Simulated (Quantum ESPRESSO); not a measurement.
# C(111), F on both faces, stepped through the number of bilayers, part 8 of 9

What law, if any, do the results for C(111), F on both faces follow against the number of bilayers?

Quantum ESPRESSO 7.5; plane-wave DFT, PBE, GBRV ultrasoft pseudopotentials.

So far. Step 11 (Relaxing the ions, 3 bilayers): The relaxation lowers the energy by 10 meV an atom. Step 14 (Relaxation with pw.x, 8 bilayers): The relaxation lowers the energy by 5 meV an atom.

## 15. Self-consistent run, 8 bilayers

File m6.f0.in:

```
&control
  prefix = 'm6.f0'
  outdir = './out'
  pseudo_dir = './pseudo'
  calculation = 'scf'
  tprnfor = .true.
  tefield = .true.
  dipfield = .true.
/
&system
  ibrav = 0
  nat = 18
  ntyp = 2
  ecutwfc = 40
  ecutrho = 200
  occupations = 'smearing'
  smearing = 'fd'
  degauss = 0.002
  edir = 3
  emaxpos = 0.97
  eopreg = 0.04
  eamp = 0.0
  nbnd = 43
/
&electrons
  conv_thr = 1e-09
  mixing_beta = 0.4
  electron_maxstep = 120
  mixing_mode = 'plain'
/
ATOMIC_SPECIES
  F   18.9984  f_pbe_v1.4.uspp.F.UPF
  C   12.0110  c_pbe_v1.2.uspp.F.UPF
CELL_PARAMETERS angstrom
  2.52546400400000 0.00000000000000 0.00000000000000
  -1.26273200200000 2.18711598395179 0.00000000000000
  0.00000000000000 0.00000000000000 33.61758138077932
ATOMIC_POSITIONS crystal
  F   0.000000000000 0.000000000000 0.237035629100
  C   0.000000000000 0.000000000000 0.277990008800
  C   0.333333333300 0.666666666700 0.292985979400
  C   0.333333333300 0.666666666700 0.339150414700
  C   0.666666666700 0.333333333300 0.354475739700
  C   0.666666666700 0.333333333300 0.400444210600
  C   0.000000000000 0.000000000000 0.415761024500
  C   0.000000000000 0.000000000000 0.461711068100
  C   0.333333333300 0.666666666700 0.477023578600
  C   0.333333333300 0.666666666700 0.522976421400
  C   0.666666666700 0.333333333300 0.538288931900
  C   0.666666666700 0.333333333300 0.584238975500
  C   0.000000000000 0.000000000000 0.599555789400
  C   0.000000000000 0.000000000000 0.645524260300
  C   0.333333333300 0.666666666700 0.660849585300
  C   0.333333333300 0.666666666700 0.707014020600
  C   0.666666666700 0.333333333300 0.722009991200
  F   0.666666666700 0.333333333300 0.762964370900
K_POINTS automatic
  12 12 1 0 0 0
```

On the command line:

```
$ OMP_NUM_THREADS=1 mpirun -n 4 pw.x -nk 4 -in m6.f0.in > m6.f0.out
```

Log:

```text
[banner, memory and clock lines left out]
Program PWSCF v.7.5 starts
[...]
number of electrons       =        78.00
     number of Kohn-Sham states=           43
     kinetic-energy cutoff     =      40.0000  Ry
     charge density cutoff     =     200.0000  Ry
[...]
number of k points=    74  Fermi-Dirac smearing, width (Ry)=  0.0020
[...]
Dense  grid:    60009 G-vectors     FFT dimensions: (  24,  24, 288)
[...]
negative rho (up, down):  4.815E-04 0.000E+00
[...]
Starting wfcs are   72 randomized atomic wfcs
[...]
negative rho (up, down):  2.042E-04 0.000E+00
[...]
estimated scf accuracy    <       1.02155950 Ry
[...]
negative rho (up, down):  2.211E-04 0.000E+00
[...]
estimated scf accuracy    <       0.25565283 Ry
[...]
negative rho (up, down):  1.977E-04 0.000E+00
[...]
estimated scf accuracy    <       0.02172727 Ry
[...]
negative rho (up, down):  1.816E-04 0.000E+00
[...]
estimated scf accuracy    <       0.00363564 Ry
[...]
negative rho (up, down):  1.905E-04 0.000E+00
[...]
estimated scf accuracy    <       0.00065857 Ry
[...]
negative rho (up, down):  2.033E-04 0.000E+00
[...]
estimated scf accuracy    <       0.00015733 Ry
[...]
negative rho (up, down):  2.149E-04 0.000E+00
[...]
estimated scf accuracy    <       0.00002930 Ry
[...]
negative rho (up, down):  2.207E-04 0.000E+00
[...]
estimated scf accuracy    <       0.00000373 Ry
[...]
negative rho (up, down):  2.244E-04 0.000E+00
[...]
estimated scf accuracy    <       0.00000024 Ry
[...]
negative rho (up, down):  2.266E-04 0.000E+00
[...]
estimated scf accuracy    <       0.00000016 Ry
[...]
negative rho (up, down):  2.280E-04 0.000E+00
[...]
estimated scf accuracy    <       0.00000002 Ry
[...]
negative rho (up, down):  2.289E-04 0.000E+00
[...]
estimated scf accuracy    <          4.5E-09 Ry
[...]
negative rho (up, down):  2.294E-04 0.000E+00
[...]
Total length         60.9869 bohr
[...]
estimated scf accuracy    <          2.1E-09 Ry
[...]
negative rho (up, down):  2.302E-04 0.000E+00
[...]
Computed dipole along edir(3) :
        Dipole               -0.0000 Ry au,         -0.0000 Debye
        Dipole field         -0.0000 Ry au,
        Potential amp.        0.0000 Ry
        Total length         60.9869 bohr
[...]
the Fermi energy is     7.0278 ev
!    total energy              =    -280.86055638 Ry
     estimated scf accuracy    <          8.6E-11 Ry
     smearing contrib. (-TS)   =      -0.00000000 Ry
     internal energy E=F+TS    =    -280.86055638 Ry
[...]
one-electron contribution =   -6960.73734224 Ry
     hartree contribution      =    3513.39554812 Ry
     xc contribution           =     -77.52799228 Ry
     ewald contribution        =    3244.00923002 Ry
     electric field correction =       0.00000000 Ry
     convergence has been achieved in  14 iterations
     negative rho (up, down):  2.302E-04 0.000E+00
[...]
Total force =     0.001266     Total SCF correction =     0.000020
[...]
```

It took 97 s on 4 MPI ranks of AMD EPYC 7R43, shared host; peak memory 0.69 GiB.

This step gave:

* Fermi energy: 7.028 eV
* dipole along the normal: 0 e·Å
* valence top, on the run's zero: 3.441 eV
* conduction bottom, on the run's zero: 7.731 eV
* gap by band count: 4.290 eV

## 16. Self-consistent run, 8 bilayers: field 0.1 V/Å

m6.f1.in is the input of step 15 with these lines changed:

```diff
@@ -1,3 +1,3 @@
 &control
-  prefix = 'm6.f0'
+  prefix = 'm6.f1'
   outdir = './out'
@@ -21,3 +21,3 @@
   eopreg = 0.04
-  eamp = 0.0
+  eamp = 0.00194469
   nbnd = 43
@@ -29,2 +29,3 @@
   mixing_mode = 'plain'
+  startingpot = 'file'
 /
```

On the command line:

```
$ cp -r out/m6.f0.save out/m6.f1.save
$ OMP_NUM_THREADS=1 mpirun -n 4 pw.x -nk 4 -in m6.f1.in > m6.f1.out
```

Log:

```text
[banner, memory and clock lines left out]
Program PWSCF v.7.5 starts
[...]
number of electrons       =        78.00
     number of Kohn-Sham states=           43
     kinetic-energy cutoff     =      40.0000  Ry
     charge density cutoff     =     200.0000  Ry
[...]
number of k points=    74  Fermi-Dirac smearing, width (Ry)=  0.0020
[...]
Dense  grid:    60009 G-vectors     FFT dimensions: (  24,  24, 288)
[...]
The initial density is read from file :
[...]
negative rho (up, down):  2.302E-04 0.000E+00
[...]
Starting wfcs are   72 randomized atomic wfcs
[...]
negative rho (up, down):  2.296E-04 0.000E+00
[...]
estimated scf accuracy    <       0.00472157 Ry
[...]
negative rho (up, down):  2.297E-04 0.000E+00
[...]
estimated scf accuracy    <       0.00804124 Ry
[...]
negative rho (up, down):  2.298E-04 0.000E+00
[...]
estimated scf accuracy    <       0.00002098 Ry
[...]
negative rho (up, down):  2.299E-04 0.000E+00
[...]
estimated scf accuracy    <       0.00000257 Ry
[...]
negative rho (up, down):  2.300E-04 0.000E+00
[...]
estimated scf accuracy    <       0.00000084 Ry
[...]
negative rho (up, down):  2.301E-04 0.000E+00
[...]
estimated scf accuracy    <       0.00000012 Ry
[...]
negative rho (up, down):  2.301E-04 0.000E+00
[...]
estimated scf accuracy    <       0.00000001 Ry
[...]
negative rho (up, down):  2.301E-04 0.000E+00
[...]
estimated scf accuracy    <          5.9E-09 Ry
[...]
negative rho (up, down):  2.301E-04 0.000E+00
[...]
estimated scf accuracy    <          1.2E-09 Ry
[...]
negative rho (up, down):  2.301E-04 0.000E+00
[...]
Computed dipole along edir(3) :
        Dipole                0.0895 Ry au,          0.2275 Debye
        Dipole field          0.0009 Ry au,
        E field amplitude [Ha a.u.]:  1.9447E-03
        Potential amp.        0.1277 Ry
        Total length         60.9869 bohr
[...]
the Fermi energy is     7.0246 ev
!    total energy              =    -280.86073042 Ry
     estimated scf accuracy    <          5.9E-11 Ry
     smearing contrib. (-TS)   =      -0.00000000 Ry
     internal energy E=F+TS    =    -280.86073042 Ry
[...]
one-electron contribution =   -6960.73720321 Ry
     hartree contribution      =    3513.39549158 Ry
     xc contribution           =     -77.52798104 Ry
     ewald contribution        =    3244.00923002 Ry
     electric field correction =      -0.00026777 Ry
     convergence has been achieved in  10 iterations
     negative rho (up, down):  2.301E-04 0.000E+00
[...]
Total force =     0.002907     Total SCF correction =     0.000026
[...]
```

Elapsed: 86 s, on 4 MPI ranks; peak memory 0.69 GiB.

This step gave:

* free energy: -3821.3049 eV
* Fermi energy: 7.025 eV
* dipole along the normal: 0.04736 e·Å
* valence top, on the run's zero: 3.519 eV
* conduction bottom, on the run's zero: 7.740 eV
* gap by band count: 4.220 eV

## 17. Relaxing the ions, 10 bilayers

System of this step: C(111), F on both faces, 10 bilayers. The cell holds 22 atoms: 2 F and 20 C. Cell: a = 2.525 Å, b = 2.525 Å, c = 37.742 Å, α = 90.0°, β = 90.0°, γ = 120.0°. It derives from C. Vacuum lies along c.

File m7.relax.in:

```
&control
  prefix = 'm7.relax'
  outdir = './out'
  pseudo_dir = './pseudo'
  nstep = 80
  forc_conv_thr = 0.0006
  calculation = 'relax'
/
&system
  ibrav = 0
  nat = 22
  ntyp = 2
  ecutwfc = 40
  ecutrho = 200
  occupations = 'smearing'
  smearing = 'fd'
  degauss = 0.002
/
&electrons
  conv_thr = 1e-08
  mixing_beta = 0.4
  electron_maxstep = 120
  mixing_mode = 'plain'
/
&ions
/
ATOMIC_SPECIES
  F   18.9984  f_pbe_v1.4.uspp.F.UPF
  C   12.0110  c_pbe_v1.2.uspp.F.UPF
CELL_PARAMETERS angstrom
  2.52546400400000 0.00000000000000 0.00000000000000
  -1.26273200200000 2.18711598395179 0.00000000000000
  0.00000000000000 0.00000000000000 37.74161815477932
ATOMIC_POSITIONS crystal
  F   0.000000000000 0.000000000000 0.212057880031
  C   0.000000000000 0.000000000000 0.247312502586
  C   0.333333333300 0.666666666700 0.260971286230
  C   0.333333333300 0.666666666700 0.301947637162
  C   0.666666666700 0.333333333300 0.315606420806
  C   0.666666666700 0.333333333300 0.356582771738
  C   0.000000000000 0.000000000000 0.370241555382
  C   0.000000000000 0.000000000000 0.411217906314
  C   0.333333333300 0.666666666700 0.424876689958
  C   0.333333333300 0.666666666700 0.465853040890
  C   0.666666666700 0.333333333300 0.479511824534
  C   0.666666666700 0.333333333300 0.520488175466
  C   0.000000000000 0.000000000000 0.534146959110
  C   0.000000000000 0.000000000000 0.575123310042
  C   0.333333333300 0.666666666700 0.588782093686
  C   0.333333333300 0.666666666700 0.629758444618
  C   0.666666666700 0.333333333300 0.643417228262
  C   0.666666666700 0.333333333300 0.684393579194
  C   0.000000000000 0.000000000000 0.698052362838
  C   0.000000000000 0.000000000000 0.739028713770
  C   0.333333333300 0.666666666700 0.752687497414
  F   0.333333333300 0.666666666700 0.787942119969
K_POINTS automatic
  12 12 1 0 0 0
```

On the command line:

```
$ OMP_NUM_THREADS=1 mpirun -n 4 pw.x -nk 4 -in m7.relax.in > m7.relax.out
```

Log:

```text
[banner, memory and clock lines left out]
Program PWSCF v.7.5 starts
[...]
Message from routine setup:
[...]
number of electrons       =        94.00
     number of Kohn-Sham states=           56
     kinetic-energy cutoff     =      40.0000  Ry
     charge density cutoff     =     200.0000  Ry
[...]
number of k points=    19  Fermi-Dirac smearing, width (Ry)=  0.0020
[...]
Dense  grid:    67305 G-vectors     FFT dimensions: (  24,  24, 324)
[...]
negative rho (up, down):  5.047E-04 0.000E+00
     Starting wfcs are   88 randomized atomic wfcs
[...]
negative rho (up, down):  2.018E-04 0.000E+00
[...]
estimated scf accuracy    <       1.24790935 Ry
[...]
negative rho (up, down):  2.496E-04 0.000E+00
[...]
estimated scf accuracy    <       0.31201112 Ry
[...]
negative rho (up, down):  2.129E-04 0.000E+00
[...]
estimated scf accuracy    <       0.01098336 Ry
[...]
negative rho (up, down):  1.943E-04 0.000E+00
[...]
estimated scf accuracy    <       0.00182385 Ry
[...]
negative rho (up, down):  2.028E-04 0.000E+00
[...]
estimated scf accuracy    <       0.00072862 Ry
[...]
negative rho (up, down):  2.168E-04 0.000E+00
[...]
estimated scf accuracy    <       0.00011363 Ry
[...]
negative rho (up, down):  2.284E-04 0.000E+00
[...]
estimated scf accuracy    <       0.00001836 Ry
[...]
negative rho (up, down):  2.348E-04 0.000E+00
[...]
estimated scf accuracy    <       0.00000473 Ry
[...]
negative rho (up, down):  2.388E-04 0.000E+00
[...]
estimated scf accuracy    <       0.00000032 Ry
[...]
negative rho (up, down):  2.415E-04 0.000E+00
[...]
estimated scf accuracy    <       0.00000009 Ry
[...]
negative rho (up, down):  2.431E-04 0.000E+00
[...]
estimated scf accuracy    <       0.00000001 Ry
[...]
negative rho (up, down):  2.456E-04 0.000E+00
[...]
the Fermi energy is     7.0732 ev
!    total energy              =    -326.77682104 Ry
     estimated scf accuracy    <          3.2E-09 Ry
     smearing contrib. (-TS)   =       0.00000000 Ry
     internal energy E=F+TS    =    -326.77682104 Ry
[...]
one-electron contribution =   -8951.73081803 Ry
     hartree contribution      =    4519.14342353 Ry
     xc contribution           =     -92.34651172 Ry
     ewald contribution        =    4198.15708518 Ry
     convergence has been achieved in  12 iterations
     negative rho (up, down):  2.456E-04 0.000E+00
[...]
Total force =     0.146923     Total SCF correction =     0.000149
[...]
negative rho (up, down):  3.733E-04 0.000E+00
[...]
negative rho (up, down):  2.899E-04 0.000E+00
[...]
estimated scf accuracy    <       0.00978409 Ry
[...]
negative rho (up, down):  2.647E-04 0.000E+00
[...]
estimated scf accuracy    <       0.00534329 Ry
[...]
negative rho (up, down):  2.424E-04 0.000E+00
[...]
estimated scf accuracy    <       0.00078325 Ry
[...]
negative rho (up, down):  2.375E-04 0.000E+00
[...]
estimated scf accuracy    <       0.00016090 Ry
[...]
negative rho (up, down):  2.376E-04 0.000E+00
[...]
estimated scf accuracy    <       0.00003208 Ry
[...]
negative rho (up, down):  2.363E-04 0.000E+00
[...]
estimated scf accuracy    <       0.00000463 Ry
[...]
negative rho (up, down):  2.354E-04 0.000E+00
[...]
estimated scf accuracy    <       0.00000053 Ry
[...]
negative rho (up, down):  2.352E-04 0.000E+00
[...]
estimated scf accuracy    <       0.00000008 Ry
[...]
negative rho (up, down):  2.351E-04 0.000E+00
[...]
estimated scf accuracy    <       0.00000007 Ry
[...]
negative rho (up, down):  2.351E-04 0.000E+00
[...]
estimated scf accuracy    <       0.00000002 Ry
[...]
negative rho (up, down):  2.351E-04 0.000E+00
[...]
the Fermi energy is     4.8671 ev
!    total energy              =    -326.77950979 Ry
     estimated scf accuracy    <          2.2E-09 Ry
     smearing contrib. (-TS)   =      -0.00000000 Ry
     internal energy E=F+TS    =    -326.77950979 Ry
[...]
one-electron contribution =   -8925.45666636 Ry
     hartree contribution      =    4505.20831730 Ry
     xc contribution           =     -92.23359257 Ry
     ewald contribution        =    4185.70243183 Ry
     convergence has been achieved in  11 iterations
     negative rho (up, down):  2.351E-04 0.000E+00
[...]
Total force =     0.100318     Total SCF correction =     0.000156
[...]
negative rho (up, down):  2.501E-04 0.000E+00
[...]
negative rho (up, down):  2.380E-04 0.000E+00
[...]
estimated scf accuracy    <       0.00125655 Ry
[...]
negative rho (up, down):  2.359E-04 0.000E+00
[...]
estimated scf accuracy    <       0.00076172 Ry
[...]
negative rho (up, down):  2.367E-04 0.000E+00
[...]
estimated scf accuracy    <       0.00007514 Ry
[...]
negative rho (up, down):  2.381E-04 0.000E+00
[...]
estimated scf accuracy    <       0.00002214 Ry
[...]
negative rho (up, down):  2.394E-04 0.000E+00
[...]
estimated scf accuracy    <       0.00000356 Ry
[...]
negative rho (up, down):  2.400E-04 0.000E+00
[...]
estimated scf accuracy    <       0.00000074 Ry
[...]
negative rho (up, down):  2.402E-04 0.000E+00
[...]
estimated scf accuracy    <       0.00000011 Ry
[...]
negative rho (up, down):  2.405E-04 0.000E+00
[...]
estimated scf accuracy    <       0.00000002 Ry
[...]
negative rho (up, down):  2.406E-04 0.000E+00
[...]
estimated scf accuracy    <       0.00000002 Ry
[...]
negative rho (up, down):  2.406E-04 0.000E+00
[...]
estimated scf accuracy    <          4.0E-09 Ry
[...]
negative rho (up, down):  2.408E-04 0.000E+00
[...]
the Fermi energy is     7.0083 ev
!    total energy              =    -326.78283348 Ry
     estimated scf accuracy    <          3.6E-10 Ry
     smearing contrib. (-TS)   =       0.00000000 Ry
     internal energy E=F+TS    =    -326.78283348 Ry
[...]
one-electron contribution =   -8931.52700019 Ry
     hartree contribution      =    4508.54485284 Ry
     xc contribution           =     -92.26420204 Ry
     ewald contribution        =    4188.46351591 Ry
     convergence has been achieved in  11 iterations
     negative rho (up, down):  2.408E-04 0.000E+00
[...]
Total force =     0.015475     Total SCF correction =     0.000066
[...]
negative rho (up, down):  2.401E-04 0.000E+00
[...]
negative rho (up, down):  2.403E-04 0.000E+00
[...]
estimated scf accuracy    <       0.00004946 Ry
[...]
negative rho (up, down):  2.405E-04 0.000E+00
[...]
estimated scf accuracy    <       0.00001776 Ry
[...]
negative rho (up, down):  2.408E-04 0.000E+00
[...]
estimated scf accuracy    <       0.00000495 Ry
[...]
negative rho (up, down):  2.410E-04 0.000E+00
[...]
estimated scf accuracy    <       0.00000074 Ry
[...]
negative rho (up, down):  2.412E-04 0.000E+00
[...]
estimated scf accuracy    <       0.00000025 Ry
[...]
negative rho (up, down):  2.412E-04 0.000E+00
[...]
estimated scf accuracy    <       0.00000002 Ry
[...]
negative rho (up, down):  2.413E-04 0.000E+00
[...]
estimated scf accuracy    <          3.0E-09 Ry
[...]
negative rho (up, down):  2.414E-04 0.000E+00
[...]
the Fermi energy is     7.0238 ev
!    total energy              =    -326.78294440 Ry
     estimated scf accuracy    <          5.6E-10 Ry
     smearing contrib. (-TS)   =       0.00000000 Ry
     internal energy E=F+TS    =    -326.78294440 Ry
[...]
one-electron contribution =   -8931.72611554 Ry
     hartree contribution      =    4508.69367489 Ry
     xc contribution           =     -92.26910603 Ry
     ewald contribution        =    4188.51860228 Ry
     convergence has been achieved in   8 iterations
     negative rho (up, down):  2.414E-04 0.000E+00
[...]
Total force =     0.005617     Total SCF correction =     0.000083
[...]
negative rho (up, down):  2.405E-04 0.000E+00
[...]
negative rho (up, down):  2.406E-04 0.000E+00
[...]
estimated scf accuracy    <       0.00000780 Ry
[...]
negative rho (up, down):  2.407E-04 0.000E+00
[...]
estimated scf accuracy    <       0.00000162 Ry
[...]
negative rho (up, down):  2.407E-04 0.000E+00
[...]
estimated scf accuracy    <       0.00000046 Ry
[...]
negative rho (up, down):  2.408E-04 0.000E+00
[...]
estimated scf accuracy    <       0.00000018 Ry
[...]
negative rho (up, down):  2.408E-04 0.000E+00
[...]
estimated scf accuracy    <       0.00000001 Ry
[...]
negative rho (up, down):  2.409E-04 0.000E+00
[...]
estimated scf accuracy    <          1.7E-09 Ry
[...]
negative rho (up, down):  2.409E-04 0.000E+00
[...]
estimated scf accuracy    <          3.2E-10 Ry
[...]
negative rho (up, down):  2.409E-04 0.000E+00
[...]
the Fermi energy is     7.0212 ev
!    total energy              =    -326.78297230 Ry
     estimated scf accuracy    <          4.3E-11 Ry
     smearing contrib. (-TS)   =       0.00000000 Ry
     internal energy E=F+TS    =    -326.78297230 Ry
[...]
one-electron contribution =   -8930.14982536 Ry
     hartree contribution      =    4507.90455722 Ry
     xc contribution           =     -92.26640207 Ry
     ewald contribution        =    4187.72869791 Ry
     convergence has been achieved in   8 iterations
     negative rho (up, down):  2.409E-04 0.000E+00
[...]
Total force =     0.004215     Total SCF correction =     0.000019
[...]
negative rho (up, down):  2.401E-04 0.000E+00
[...]
negative rho (up, down):  2.402E-04 0.000E+00
[...]
estimated scf accuracy    <       0.00000866 Ry
[...]
negative rho (up, down):  2.402E-04 0.000E+00
[...]
estimated scf accuracy    <       0.00000168 Ry
[...]
negative rho (up, down):  2.402E-04 0.000E+00
[...]
estimated scf accuracy    <       0.00000033 Ry
[...]
negative rho (up, down):  2.403E-04 0.000E+00
[...]
estimated scf accuracy    <       0.00000009 Ry
[...]
negative rho (up, down):  2.404E-04 0.000E+00
[...]
estimated scf accuracy    <       0.00000001 Ry
[...]
negative rho (up, down):  2.404E-04 0.000E+00
[...]
estimated scf accuracy    <          2.3E-09 Ry
[...]
negative rho (up, down):  2.404E-04 0.000E+00
[...]
estimated scf accuracy    <          4.1E-10 Ry
[...]
negative rho (up, down):  2.405E-04 0.000E+00
[...]
```

Run time: 5 min. Hardware: 4 MPI ranks; peak memory 0.63 GiB; 20 min of CPU time.

Step by step:

| step | energy less that of the first step (eV) | largest force (eV/Å) |
| --- | --- | --- |
| 1 | 0.0000 | 1.9337 |
| 2 | -0.0366 | 1.5443 |
| 3 | -0.0818 | 0.2202 |
| 4 | -0.0833 | 0.0839 |
| 5 | -0.0837 | 0.0633 |
| 6 | -0.0840 | 0.0360 |
| 7 | -0.0842 | 0.0191 |
| 8 | -0.0842 | 0.0139 |

The atoms that moved most (Å):

| atom | dx | dy | dz | length |
| --- | --- | --- | --- | --- |
| F22 | 0.000 | 0.000 | 0.035 | 0.035 |
| F1 | 0.000 | 0.000 | -0.035 | 0.035 |
| C2 | 0.000 | 0.000 | 0.011 | 0.011 |
| C21 | 0.000 | 0.000 | -0.011 | 0.011 |
| C4 | 0.000 | 0.000 | 0.005 | 0.005 |
| C19 | 0.000 | 0.000 | -0.005 | 0.005 |
| C18 | 0.000 | 0.000 | -0.005 | 0.005 |
| C5 | 0.000 | 0.000 | 0.005 | 0.005 |

The relaxation lowers the energy by 4 meV an atom.

Numbers from this step:

```
free energy  : -4446.1094 eV
Fermi energy : 7.013 eV
```

(Continued in part 9 of 9.)

[Logs are printed without paths, hosts, clocks, repeated set-up lines and the standing remarks that a program may print on its own settings, such as how far it seeks lower states.]

[Hosts, paths, dates, database ids (printed as entryN), source tags and the programs' standing remarks are cut or masked in the printed files.]

[Maps of the electrostatic potential energy from Ansatz leave out the sawtooth potential of an applied field or a dipole correction, so their vacuum need not be flat; planar profiles and work functions include it.]
